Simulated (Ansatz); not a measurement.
Rows from a G0W0 calculation on KMgF3 (Pm-3m) (Ansatz 0.2.0; G0W0 on PBE, plane waves, PAW; PAW set soft_1; 4×4×4 mesh, 264 empty bands, screening to 150 eV, PAW set soft_1 files), in eV. Spin-orbit coupling is left out.

| row | Σx | Σc | Vxc | Z |
| --- | --- | --- | --- | --- |
| A | -5.04 | -3.50 | -10.46 | 0.89 |
| B | -6.23 | -3.61 | -11.90 | 0.89 |
| C | -7.20 | -3.29 | -11.88 | 0.89 |
| D | -32.07 | 5.39 | -24.16 | 0.81 |
| E | -31.82 | 5.28 | -24.01 | 0.81 |

Q: Which rows are filled states and which are empty ones, and how can one tell?

Filled: D and E. Empty: A, B and C. The sign of Σc tells: for a filled state bare exchange, which holds its interaction with itself, lies below Vxc (Σx − Vxc is -7.8 eV or lower here) and screening gives part back as a positive Σc. For an empty state Σx lies above Vxc (+4.7 eV or more) and the Coulomb hole leaves Σc negative.

[Runs of the session that timed out or met a known fault of the program may be left out.]

[Cells called generated may have been cut or substituted from an entry of the Crystallography Open Database or the Materials Project.]

[Hosts, paths, dates, database ids (printed as entryN), source tags and the programs' standing remarks are cut or masked in the printed files.]
